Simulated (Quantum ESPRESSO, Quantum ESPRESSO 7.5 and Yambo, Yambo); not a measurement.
# A GW chain in Yambo: NbInO4 (P2/c)

Aim: the G0W0 gap of NbInO4 (P2/c) on LDA, step by step.

Program: Quantum ESPRESSO 7.5 and Yambo 5.3.0. Level of theory: LDA and many-body steps on it, plane waves. Results are calculated unless marked as measured.

**What was measured.**

- Gap 4.7 eV: direct gap from Elliott-Toyozawa fit; diffuse reflectance; 300 K; powder (“Accurate Determination of the Band-Gap Energy of the Rare-Earth Niobate Series”, 2024, arxiv:2401.13477).

## Step 1: Set-up

It takes space group P2/c (No. 13, monoclinic). The conventional cell has a = 4.835 Å, b = 5.771 Å, c = 5.144 Å, α = 90.00°, β = 91.13°, γ = 90.00°. Nearest to Nb lie 6 O at 1.88 to 2.15 Å. In has 6 O at 2.10 to 2.23 Å nearest. O has 1 Nb at 1.88 Å and 2 In at 2.15 to 2.23 Å nearest. Nearest to O lie 2 Nb at 1.98 to 2.15 Å and 1 In at 2.10 Å. Farther neighbours and most contacts between anions are not listed.

The cell and positions come from the Crystallography Open Database and are kept as given unless a step says otherwise.

## Step 2: Ground state

This step: Quantum ESPRESSO 7.5; DFT, LDA, plane waves, norm-conserving pseudopotentials.

The ground-state density comes first.

The input, pw.in:

```
&control
  calculation = 'scf'
  prefix = 'x'
  outdir = 'o'
  pseudo_dir = 'pseudo'
/
&system
  ibrav = 0
  nat = 12
  ntyp = 3
  ecutwfc = 80.0
  nbnd = 68
  force_symmorphic = .true.
/
&electrons
  conv_thr = 1e-10
  electron_maxstep = 80
  mixing_beta = 0.5
/
ATOMIC_SPECIES
  Nb 92.906 Nb.upf
  In 114.82 In.upf
  O 15.999 O.upf
CELL_PARAMETERS angstrom
  4.8355000000 0.0000000000 -0.0000000000
  0.0000000000 5.7709000000 0.0000000000
  -0.1014445258 0.0000000000 5.1429996119
ATOMIC_POSITIONS crystal
  Nb 0.0000000000 0.1779000000 0.2500000000
  Nb 0.0000000000 0.8221000000 0.7500000000
  In 0.5000000000 0.6825000000 0.2500000000
  In 0.5000000000 0.3175000000 0.7500000000
  O 0.2600000000 0.6180000000 0.9010000000
  O 0.7400000000 0.6180000000 0.5990000000
  O 0.7400000000 0.3820000000 0.0990000000
  O 0.2600000000 0.3820000000 0.4010000000
  O 0.2170000000 0.8980000000 0.4380000000
  O 0.7830000000 0.8980000000 0.0620000000
  O 0.7830000000 0.1020000000 0.5620000000
  O 0.2170000000 0.1020000000 0.9380000000
K_POINTS automatic
  4 4 4 0 0 0
```

On the command line:

```sh
$ OMP_NUM_THREADS=1 mpirun -n 4 pw.x -nk 4 -in pw.in > pw.out
```

The program printed:

```text
Program PWSCF v.7.5 starts

     This program is part of the open-source Quantum ESPRESSO suite
     for quantum simulation of materials; please cite
         "P. Giannozzi et al., J. Phys.:Condens. Matter 21 395502 (2009);
         "P. Giannozzi et al., J. Phys.:Condens. Matter 29 465901 (2017);
         "P. Giannozzi et al., J. Chem. Phys. 152 154105 (2020);
     in publications or presentations arising from this work. More details at
     Message from routine setup:
     using ibrav=0 with symmetry is DISCOURAGED, use correct ibrav instead

     G-vector sticks info

     bravais-lattice index     =            0
     lattice parameter (alat)  =       9.1378  a.u.
     unit-cell volume          =     968.4964 (a.u.)^3
     number of atoms/cell      =           12
     number of atomic types    =            3
     number of electrons       =       116.00
     number of Kohn-Sham states=           68
     kinetic-energy cutoff     =      80.0000  Ry
     charge density cutoff     =     320.0000  Ry
     scf convergence threshold =      1.0E-10
     mixing beta               =       0.5000
     number of iterations used =            8  plain     mixing
     Exchange-correlation= SLA  PW   NOGX NOGC
                           (   1   4   0   0   0   0   0)

     celldm(1)=   9.137771  celldm(2)=   0.000000  celldm(3)=   0.000000
     celldm(4)=   0.000000  celldm(5)=   0.000000  celldm(6)=   0.000000

     crystal axes: (cart. coord. in units of alat)
               a(1) = (   1.000000   0.000000  -0.000000 )
               a(2) = (   0.000000   1.193444   0.000000 )
               a(3) = (  -0.020979   0.000000   1.063592 )

     reciprocal axes: (cart. coord. in units 2 pi/alat)
               b(1) = (  1.000000 -0.000000  0.019725 )
               b(2) = ( -0.000000  0.837911 -0.000000 )
               b(3) = (  0.000000 -0.000000  0.940210 )
     Pseudo is Norm-conserving + core correction, Zval = 13.0
     Generated using ONCVPSP code by D. R. Hamann
     Using radial grid of 1640 points,  6 beta functions with:
     Pseudo is Norm-conserving + core correction, Zval = 21.0
     Generated using ONCVPSP code by D. R. Hamann
     Using radial grid of 1894 points,  6 beta functions with:
     Pseudo is Norm-conserving + core correction, Zval =  6.0
     Generated using ONCVPSP code by D. R. Hamann
     Using radial grid of  926 points,  5 beta functions with:
     Nb               13.00    92.90600     Nb( 1.00)
     In               21.00   114.82000     In( 1.00)
     O                 6.00    15.99900     O ( 1.00)

      2 Sym. Ops., with inversion, found

   Cartesian axes

     site n.     atom                  positions (alat units)
         1        Nb     tau(   1) = (  -0.0052448   0.2123137   0.2658980  )
         2        Nb     tau(   2) = (  -0.0157343   0.9811306   0.7976941  )
         3        In     tau(   3) = (   0.4947552   0.8145257   0.2658980  )
         4        In     tau(   4) = (   0.4842657   0.3789186   0.7976941  )
         5        O      tau(   5) = (   0.2410978   0.7375486   0.9582965  )
         6        O      tau(   6) = (   0.7274335   0.7375486   0.6370917  )
         7        O      tau(   7) = (   0.7379231   0.4558957   0.1052956  )
         8        O      tau(   8) = (   0.2515874   0.4558957   0.4265004  )
         9        O      tau(   9) = (   0.2078111   1.0717130   0.4658533  )
        10        O      tau(  10) = (   0.7816993   1.0717130   0.0659427  )
        11        O      tau(  11) = (   0.7712097   0.1217313   0.5977388  )
        12        O      tau(  12) = (   0.1973216   0.1217313   0.9976494  )

     number of k points=    36
                       cart. coord. in units 2pi/alat
        k(    1) = (   0.0000000   0.0000000   0.0000000), wk =   0.0312500
        k(    2) = (   0.0000000   0.0000000   0.2350525), wk =   0.0625000
        k(    3) = (   0.0000000   0.0000000  -0.4701050), wk =   0.0312500
        k(    4) = (   0.0000000   0.2094777   0.0000000), wk =   0.0625000
        k(    5) = (   0.0000000   0.2094777   0.2350525), wk =   0.0625000
        k(    6) = (   0.0000000   0.2094777  -0.4701050), wk =   0.0625000
        k(    7) = (   0.0000000  -0.4189554   0.0000000), wk =   0.0312500
        k(    8) = (   0.0000000  -0.4189554   0.2350525), wk =   0.0625000
        k(    9) = (   0.0000000  -0.4189554  -0.4701050), wk =   0.0312500
        k(   10) = (   0.2500000   0.0000000   0.0049312), wk =   0.0625000
     [... 24 further rows ...]
        k(   35) = (  -0.2500000   0.2094777   0.2301213), wk =   0.0625000
        k(   36) = (   0.5000000   0.2094777  -0.2251901), wk =   0.0625000

     Dense  grid:    93599 G-vectors     FFT dimensions: (  54,  64,  60)

     Initial potential from superposition of free atoms

     starting charge     115.9905, renormalised to     116.0000
     Starting wfcs are   78 randomized atomic wfcs

     per-process dynamical memory:   199.5 Mb

     Self-consistent Calculation

     iteration #  1     ecut=    80.00 Ry     beta= 0.50

     total energy              =   -1309.65605708 Ry
     estimated scf accuracy    <       5.27755841 Ry

     iteration #  2     ecut=    80.00 Ry     beta= 0.50

     total energy              =   -1310.34159686 Ry
     estimated scf accuracy    <       5.91605724 Ry

     iteration #  3     ecut=    80.00 Ry     beta= 0.50

     total energy              =   -1311.64600111 Ry
     estimated scf accuracy    <       0.50783831 Ry

     iteration #  4     ecut=    80.00 Ry     beta= 0.50

     total energy              =   -1311.66065280 Ry
     estimated scf accuracy    <       0.11183516 Ry

     iteration #  5     ecut=    80.00 Ry     beta= 0.50

     total energy              =   -1311.67125584 Ry
     estimated scf accuracy    <       0.00772939 Ry

     iteration #  6     ecut=    80.00 Ry     beta= 0.50

     total energy              =   -1311.67184956 Ry
     estimated scf accuracy    <       0.01466839 Ry

     iteration #  7     ecut=    80.00 Ry     beta= 0.50

     total energy              =   -1311.67331216 Ry
     estimated scf accuracy    <       0.00042429 Ry

     iteration #  8     ecut=    80.00 Ry     beta= 0.50

     total energy              =   -1311.67346994 Ry
     estimated scf accuracy    <       0.00008168 Ry

     iteration #  9     ecut=    80.00 Ry     beta= 0.50

     total energy              =   -1311.67346947 Ry
     estimated scf accuracy    <       0.00001327 Ry

     iteration # 10     ecut=    80.00 Ry     beta= 0.50

     total energy              =   -1311.67347345 Ry
     estimated scf accuracy    <       0.00000175 Ry

     iteration # 11     ecut=    80.00 Ry     beta= 0.50

     total energy              =   -1311.67347341 Ry
     estimated scf accuracy    <       0.00000051 Ry

     iteration # 12     ecut=    80.00 Ry     beta= 0.50

     total energy              =   -1311.67347343 Ry
     estimated scf accuracy    <       0.00000007 Ry

     iteration # 13     ecut=    80.00 Ry     beta= 0.50

     total energy              =   -1311.67347344 Ry
     estimated scf accuracy    <          5.6E-09 Ry

     iteration # 14     ecut=    80.00 Ry     beta= 0.50

     End of self-consistent calculation

          k = 0.0000 0.0000 0.0000 ( 11701 PWs)   bands (ev):

  -102.9603-102.9601 -61.5854 -61.5837 -61.5761 -61.5747 -61.5528 -61.5519
   -44.5724 -44.5465 -21.0016 -20.9163 -20.8765 -20.7767 -20.7675 -20.7202
    -7.7190  -6.9149  -6.5667  -6.5651  -6.5418  -6.2710  -6.0080  -5.9084
    -2.5108  -2.4950  -2.4496  -2.4222  -2.3171  -2.3085  -2.2896  -2.2317
    -2.0794  -1.8796   3.9512   4.1212   4.8714   5.4710   5.6352   6.0047
     6.0446   6.4820   6.8402   6.9414   7.1080   7.3497   7.5382   7.8206
     7.8617   7.9210   8.0227   8.7626   8.8280   8.9530   9.0479   9.0706
     9.4251   9.4653  13.0910  13.5288  13.7036  13.7349  13.9299  14.6457
    14.6844  16.2110  17.5002  17.6915

          k = 0.0000 0.0000 0.2351 ( 11683 PWs)   bands (ev):

  -102.9602-102.9601 -61.5852 -61.5840 -61.5758 -61.5748 -61.5526 -61.5520
   -44.5686 -44.5503 -20.9963 -20.9368 -20.8661 -20.8067 -20.7392 -20.7161
    -7.5259  -6.8622  -6.7996  -6.7402  -6.2542  -6.2465  -6.0485  -6.0269
    -2.5290  -2.4743  -2.4305  -2.3842  -2.3578  -2.3135  -2.2800  -2.2659
[...]
15.0646  16.2792  17.0060  17.8192

          k = 0.0000 0.0000-0.4701 ( 11712 PWs)   bands (ev):

  -102.9602-102.9602 -61.5846 -61.5846 -61.5752 -61.5752 -61.5523 -61.5523
[...]
-2.4975  -2.4975  -2.4425  -2.4425  -2.3045  -2.3045  -2.2931  -2.2931
    -1.9975  -1.9975   3.9145   3.9145   5.6265   5.6265   5.8810   5.8810
     6.3471   6.3471   6.4759   6.4759   6.9593   6.9593   7.6372   7.6372
     7.9734   7.9734   8.7004   8.7004   8.8729   8.8729   9.1636   9.1636
     9.3613   9.3613  12.9482  12.9482  13.6682  13.6682  14.1692  14.1692
    15.9941  15.9941  17.2642  17.2642

          k = 0.0000 0.2095 0.0000 ( 11681 PWs)   bands (ev):

     [... further k-points ...]

     highest occupied, lowest unoccupied level (ev):     9.5935   12.8444

!    total energy              =   -1311.67347345 Ry
     estimated scf accuracy    <          8.9E-11 Ry

     The total energy is the sum of the following terms:
     one-electron contribution =    -608.18497451 Ry
     hartree contribution      =     356.81395120 Ry
     xc contribution           =    -229.65492877 Ry
     ewald contribution        =    -830.64752137 Ry

     convergence has been achieved in  14 iterations

     XML data file, charge density, pseudopotentials, collected wavefunctions

=------------------------------------------------------------------------------=
   JOB DONE.
=------------------------------------------------------------------------------=
```

Run time: 3.2 min. Hardware: 4 MPI ranks of Arm Neoverse V1, shared host; peak memory 1.1 GiB.

Numbers from this step:

* total energy: -17846.2268 eV
* gap: 3.251 eV
* k of the valence top: 0.25, 0, -0.25
* k of the conduction bottom: 0.25, 0, -0.5
* least direct gap: 3.374 eV

The gap is indirect, with the least direct gap 0.12 eV higher.

(Part 1 of 3 ends here.)

[Paths, hosts, dates, memory and timing lines, banners, echoed tables and standing remarks are left out of the program output.]

[Logs are printed without paths, hosts, clocks, repeated set-up lines and the standing remarks that a program may print on its own settings, such as how far it seeks lower states.]

[Runs of the session that timed out or met a known fault of the program may be left out.]

[Hosts, paths, dates, database ids (printed as entryN), source tags and the programs' standing remarks are cut or masked in the printed files.]
